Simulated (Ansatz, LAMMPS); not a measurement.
## Neighbourhoods of single atoms in liquid (Cs,Li)Cl at 900 K (108 atoms)

Density of this cell: 2.70 g/cm³. The cell holds 108 atoms: 37 Cs, 17 Li and 54 Cl. Its edges and angles: a = 16.229 Å, b = 16.229 Å, c = 16.229 Å, α = 90.0°, β = 90.0°, γ = 90.0°. 108 atoms (37 Cs, 17 Li, 54 Cl) placed at random at 2.56 g/cm³, melted at 1600 K for 10 ps at fixed volume with the Lennard-Jones and Coulomb ion parameters for SPC/E (Joung and Cheatham, J. Phys. Chem. B 112, 9020 (2008)), full charges. Snapshot at the end of a hold of 15 ps at 900 K and zero pressure.

Computed with Ansatz 0.2.0: Kohn-Sham DFT, PBE, PAW (set soft_2), plane waves; cutoff 420 eV, Γ point, fixed occupations. Geometry: the geometry as built.

The whole cell was solved; only parts of it are printed.

The surroundings of Cs13, which has 4 bonded neighbours where the commonest count for Cs is 5, nearest first, numbered as they follow in the input and with coordinates relative to it.

```
 atom      x      y      z  distance (Å)  bonds  Löwdin charge (e)     Fx     Fy  Fz (eV/Å)
 Cs13   0.00   0.00   0.00          0.00      4               0.86   0.81  -0.33      -0.07
 Cl60  -2.25   1.68   0.58          2.87      3              -0.73   0.24   1.40      -1.07
Cl100   0.27  -3.08   0.05          3.09      4              -0.75  -1.15  -0.51       0.21
Cl102   1.32  -0.39  -3.03          3.33      5              -0.72   0.08   0.19       0.07
 Cl79   2.46   2.34  -0.09          3.40      5              -0.72  -0.11  -0.50      -0.32
 Li45   2.54   1.65  -2.47          3.91      4               0.69   0.15   0.31      -0.05
 Cs36   2.46   1.60   2.99          4.19      5               0.84  -0.30  -0.53       0.10
 Cs29   3.01  -2.78  -0.98          4.21      5               0.83   0.71   0.34      -0.16
 Cs33  -1.55  -3.02  -3.24          4.69      5               0.85   1.06   0.24       0.39
 Cl81  -2.84  -1.57   3.71          4.93      3              -0.76  -0.36   0.57       0.54
 Cs11  -4.41   0.71   2.11          4.94      5               0.85  -1.34  -0.33       0.92
 Li47  -3.36   3.77   0.01          5.05      4               0.69  -0.12   0.09      -0.01
  Cs9  -1.52  -4.02   2.79          5.12      5               0.84   0.63  -0.85      -0.14
 Cs14   0.99   4.97  -0.80          5.13      5               0.83   0.14   0.69       0.30
 Cs12  -1.68   3.19  -3.84          5.27      4               0.84  -0.19  -0.13      -0.11
 Cl91   1.58   3.57  -3.60          5.31      4              -0.70   0.12  -0.06      -0.38
 Cl74   4.83  -1.17   2.71          5.66      5              -0.74  -0.88   0.40       0.07
 Cs31   5.56   1.76   0.59          5.86      6               0.82   0.57  -0.38      -0.52
 Cl57  -2.09   5.35  -1.42          5.92      5              -0.72  -0.54  -0.11       0.19
 Cl69   5.76  -1.11  -1.64          6.09      4              -0.72   0.31   0.18      -0.36
 Cl93   0.99   0.72   6.06          6.19      5              -0.74  -0.16   0.21       0.08
 Cl94   1.23  -3.53   4.98          6.23      3              -0.75  -0.07  -0.28      -0.87
```

The column of bonds counts only the pairs Cl-Cs within 3.98 Å, Cl-Li within 3.12 Å; other neighbours, such as metal atoms beside each other in a compound, aren't counted, and periodic images can show an atom twice.

The surroundings of Cl61, which bears the longest force, nearest first, numbered as they follow in the input and with coordinates relative to it.

```
 atom      x      y      z  distance (Å)  bonds  Löwdin charge (e)     Fx     Fy  Fz (eV/Å)
 Cl61   0.00   0.00   0.00          0.00      4              -0.72  -1.23  -1.74      -1.06
 Li44  -1.29  -1.71   0.98          2.36      4               0.70   0.00  -0.61       0.09
 Cs23   0.83   2.21   1.44          2.77      5               0.82   0.05   1.53       0.80
  Cs1   2.50  -1.27   1.20          3.05      6               0.83   0.39  -0.53       0.03
 Cs25  -0.49   1.05  -2.97          3.19      4               0.84   0.08  -0.16       0.10
 Cl85  -2.56  -1.00   2.95          4.03      5              -0.67   0.03  -0.09      -0.08
 Cl71   0.24  -3.23   2.49          4.08      4              -0.69  -0.09   0.19       0.20
Cl103   1.28   0.53   4.05          4.28      5              -0.72  -0.83  -0.71       0.39
 Cl90   0.32   4.19  -0.97          4.31      5              -0.73   0.20   0.19      -0.35
 Cl84   3.88   1.67   0.90          4.32      6              -0.74   0.34  -0.18      -0.05
  Cs5  -4.19   1.22   0.90          4.46      4               0.84  -0.23   0.04       0.29
 Cl64  -3.87   0.70  -2.11          4.46      5              -0.75   0.32   0.18      -0.39
 Li52  -0.66  -1.23   4.31          4.53      4               0.70   0.14  -0.12       0.05
 Cl73  -2.46  -3.82   0.17          4.54      4              -0.68  -0.05   0.11       0.56
 Cs27   3.45   3.47  -1.90          5.25      5               0.83   0.13   0.00      -0.21
Cl104  -2.77   3.89   2.44          5.37      4              -0.71  -0.38  -0.25       0.43
Cl106   4.08  -3.47  -1.11          5.47      6              -0.70  -0.22   0.16      -0.03
 Li48  -2.91  -3.83   3.01          5.67      4               0.71   0.30  -0.08      -0.05
 Cl97   0.86   4.89   2.99          5.80      5              -0.72   0.33   0.23       0.54
 Li54   1.21   5.84   0.98          6.04      4               0.68   0.29   0.26      -0.34
 Cs32   5.95  -0.73  -0.98          6.08      6               0.83  -0.47  -0.02       0.12
 Cs33   4.23   0.64   4.34          6.09      5               0.85   1.06   0.24       0.39
```

The column of bonds counts only the pairs Cl-Cs within 3.98 Å, Cl-Li within 3.12 Å; other neighbours, such as metal atoms beside each other in a compound, aren't counted, and periodic images can show an atom twice.

A closer look about Cl85, whose charge lies farthest from its element's mean: 34 atoms, nearest first, numbered in the order of the input, with positions taken from that point.

```
 atom      x      y      z  distance (Å)  bonds  Löwdin charge (e)     Fx     Fy  Fz (eV/Å)
 Cl85   0.00   0.00   0.00          0.00      5              -0.67   0.03  -0.09      -0.08
 Li52   1.90  -0.23   1.36          2.35      4               0.70   0.14  -0.12       0.05
 Li44   1.27  -0.71  -1.96          2.44      4               0.70   0.00  -0.61       0.09
 Li46  -1.56   0.08   1.99          2.53      4               0.70   0.62  -0.23       0.05
 Li48  -0.35  -2.83   0.06          2.86      4               0.71   0.30  -0.08      -0.05
  Cs5  -1.63   2.21  -2.04          3.43      4               0.84  -0.23   0.04       0.29
 Cl71   2.80  -2.23  -0.46          3.61      4              -0.69  -0.09   0.19       0.20
 Cl66   0.52   0.52   3.54          3.61      5              -0.70   0.21  -0.07      -1.07
 Cl65  -1.03  -2.64   2.39          3.71      6              -0.69  -0.11   0.23      -0.75
 Cl59  -3.61   0.20   1.11          3.79      4              -0.70  -0.24   0.36      -0.81
 Cl73   0.10  -2.82  -2.78          3.96      4              -0.68  -0.05   0.11       0.56
 Cl61   2.56   1.00  -2.95          4.03      4              -0.72  -1.23  -1.74      -1.06
Cl103   3.84   1.52   1.10          4.27      5              -0.72  -0.83  -0.71       0.39
 Cs23   3.39   3.20  -1.51          4.90      5               0.82   0.05   1.53       0.80
  Cs2   2.03   3.64   2.59          4.90      3               0.85  -0.50   0.30       0.07
Cl104  -0.21   4.89  -0.50          4.92      4              -0.71  -0.38  -0.25       0.43
 Cl69  -2.14   3.55   2.98          5.10      4              -0.72   0.31   0.18      -0.36
  Cs1   5.06  -0.28  -1.75          5.36      6               0.83   0.39  -0.53       0.03
 Cl82  -0.12  -5.37   0.30          5.38      5              -0.70   0.38   0.45      -0.57
 Li43  -2.24   4.87   0.83          5.43      3               0.73   0.47   0.23       0.63
 Cl64  -1.31   1.70  -5.06          5.49      5              -0.75   0.32   0.18      -0.39
 Li53   0.60  -5.15  -2.23          5.64      4               0.71  -0.28  -0.08       0.01
 Li38  -5.63  -0.22  -0.67          5.67      3               0.73   0.11   0.23      -0.33
 Cl72   3.93  -2.34   3.46          5.74      4              -0.74  -0.16   0.29       0.08
 Cs24  -4.78  -2.19   2.61          5.87      6               0.83  -0.05  -0.58       0.15
 Cs18   1.61  -4.72   3.21          5.93      5               0.83   0.10   0.37      -0.02
 Cl76  -5.29   1.50  -2.36          5.98      5              -0.72   0.35   0.11       0.50
 Cs19  -3.49  -4.45  -2.59          6.22      5               0.85   0.66   0.35      -1.31
 Cs28  -0.97   1.70   5.95          6.26      6               0.82  -0.39  -0.32      -0.05
 Cs10   2.51  -0.29   5.85          6.37      5               0.84   0.40  -0.10       0.17
 Cs29  -4.88   1.88   3.64          6.38      5               0.83   0.71   0.34      -0.16
  Cs4  -1.81  -3.00   5.39          6.43      5               0.82   1.35   0.06       0.67
 Cl67  -4.86  -4.22  -0.04          6.44      4              -0.71  -0.72  -0.14       0.93
 Cl75  -3.61  -0.62   5.31          6.46      5              -0.74   0.01   0.97      -0.07
```

The column of bonds counts only the pairs Cl-Cs within 3.98 Å, Cl-Li within 3.12 Å; other neighbours, such as metal atoms beside each other in a compound, aren't counted, and periodic images can show an atom twice.

Local excerpt of 23 atoms (numbers count through the whole input) about Li53, picked at random; x, y, z are measured from there.

```
atom      x      y      z  distance (Å)  bonds  Löwdin charge (e)     Fx     Fy  Fz (eV/Å)
Li53   0.00   0.00   0.00          0.00      4               0.71  -0.28  -0.08       0.01
Cl77  -1.76  -1.25  -1.04          2.39      3              -0.73   0.45  -0.32      -0.23
Cl73  -0.50   2.33  -0.55          2.45      4              -0.68  -0.05   0.11       0.56
Cl82  -0.72  -0.22   2.53          2.64      5              -0.70   0.38   0.45      -0.57
Cl70   2.15  -1.90   0.28          2.88      5              -0.71  -0.14  -0.27       0.03
Li48  -0.95   2.32   2.29          3.39      4               0.71   0.30  -0.08      -0.05
Cl71   2.20   2.92   1.77          4.06      4              -0.69  -0.09   0.19       0.20
Cs19  -4.09   0.71  -0.36          4.17      5               0.85   0.66   0.35      -1.31
Cs37  -0.25  -4.22  -0.83          4.31      5               0.84  -0.42   0.26      -0.09
Cs17   4.31   0.47  -0.30          4.34      5               0.84  -0.61  -0.25      -0.16
Li44   0.67   4.44   0.27          4.50      4               0.70   0.00  -0.61       0.09
Cs35   0.48  -3.26   3.12          4.54      5               0.83  -0.37   0.08      -0.14
Cl62   1.67   0.19  -4.36          4.67      3              -0.71   0.39   0.04      -0.13
Li54   3.17  -4.24   0.26          5.30      4               0.68   0.29   0.26      -0.34
Cs30  -3.35  -0.80   4.06          5.32      5               0.84  -0.42  -0.08       0.31
 Cs7  -1.02  -1.66  -4.97          5.33      4               0.85   0.36   0.24       0.64
Cl65  -1.63   2.52   4.62          5.51      6              -0.69  -0.11   0.23      -0.75
Cs18   1.01   0.43   5.44          5.55      5               0.83   0.10   0.37      -0.02
Cl85  -0.60   5.15   2.23          5.64      5              -0.67   0.03  -0.09      -0.08
Cl67  -5.46   0.93   2.19          5.95      4              -0.71  -0.72  -0.14       0.93
Li52   1.30   4.92   3.59          6.23      4               0.70   0.14  -0.12       0.05
Li40   1.26   2.07  -5.80          6.28      4               0.71  -0.03  -0.29       0.23
Cl97   2.82  -5.19   2.28          6.33      5              -0.72   0.33   0.23       0.54
```

The column of bonds counts only the pairs Cl-Cs within 3.98 Å, Cl-Li within 3.12 Å; other neighbours, such as metal atoms beside each other in a compound, aren't counted, and periodic images can show an atom twice.

Neighbours are counted within 3.98 Å (Cl-Cs), 3.12 Å (Cl-Li).

Length of the force by element and coordination:

```
element  coordination  atoms  mean length of the force (eV/Å)  spread  least   most
     Cl           all     54                            0.676   0.401  0.120   2.38
     Cl             3      6                            0.829   0.466  0.409   1.78
     Cl             4     16                            0.746   0.499  0.291   2.38
     Cl             5     27                            0.594   0.265  0.120   1.16
     Cl             6      5                            0.710   0.464  0.268   1.57
     Cs           all     37                            0.698   0.394  0.137   1.73
     Cs             3      2                            0.501  0.0821  0.419  0.583
     Cs             4      6                            0.495   0.251  0.209  0.880
     Cs             5     22                            0.794   0.462  0.137   1.73
     Cs             6      6                            0.610   0.125  0.486  0.860
     Cs             7      1                            0.717       0  0.717  0.717
     Li           all     17                            0.430   0.209  0.152  0.899
     Li             3      4                            0.518   0.203  0.269  0.816
     Li             4     13                            0.404   0.204  0.152  0.899
```

Löwdin charges by element and coordination (they lack the spilled electrons, 0.039 e an atom on average):

```
element  coordination  atoms  mean charge (e)  spread   least    most
     Cl           all     54           -0.717  0.0202  -0.755  -0.668
     Cl             3      6           -0.735  0.0158  -0.755  -0.706
     Cl             4     16           -0.710  0.0218  -0.754  -0.679
     Cl             5     27           -0.720  0.0177  -0.750  -0.668
     Cl             6      5           -0.707  0.0157  -0.736  -0.694
     Cs           all     37            0.836  0.0103   0.820   0.861
     Cs             3      2            0.853  7.0e-4   0.852   0.853
     Cs             4      6            0.846  0.0078   0.838   0.861
     Cs             5     22            0.836  0.0082   0.820   0.849
     Cs             6      6            0.826  0.0049   0.821   0.835
     Cs             7      1            0.820       0   0.820   0.820
     Li           all     17            0.703  0.0135   0.682   0.728
     Li             3      4            0.721   0.007   0.710   0.728
     Li             4     13            0.698  0.0095   0.682   0.710
```

The force components of 0.43 eV/Å r.m.s. hold both thermal displacement and the mismatch between the potential that made the cell and DFT. The network of bonds at the start is that of the classical potential that made the cell, and needn't be the one that DFT or experiment would give. Only the Γ point is sampled, in a cell whose shortest periodic width is 16 Å. The Löwdin charges lack the electrons that the projection spills, 0.039 e an atom on average.

[Logs are printed without paths, hosts, clocks, repeated set-up lines and the standing remarks that a program may print on its own settings, such as how far it seeks lower states.]

[Hosts, paths, dates, database ids (printed as entryN), source tags and the programs' standing remarks are cut or masked in the printed files.]
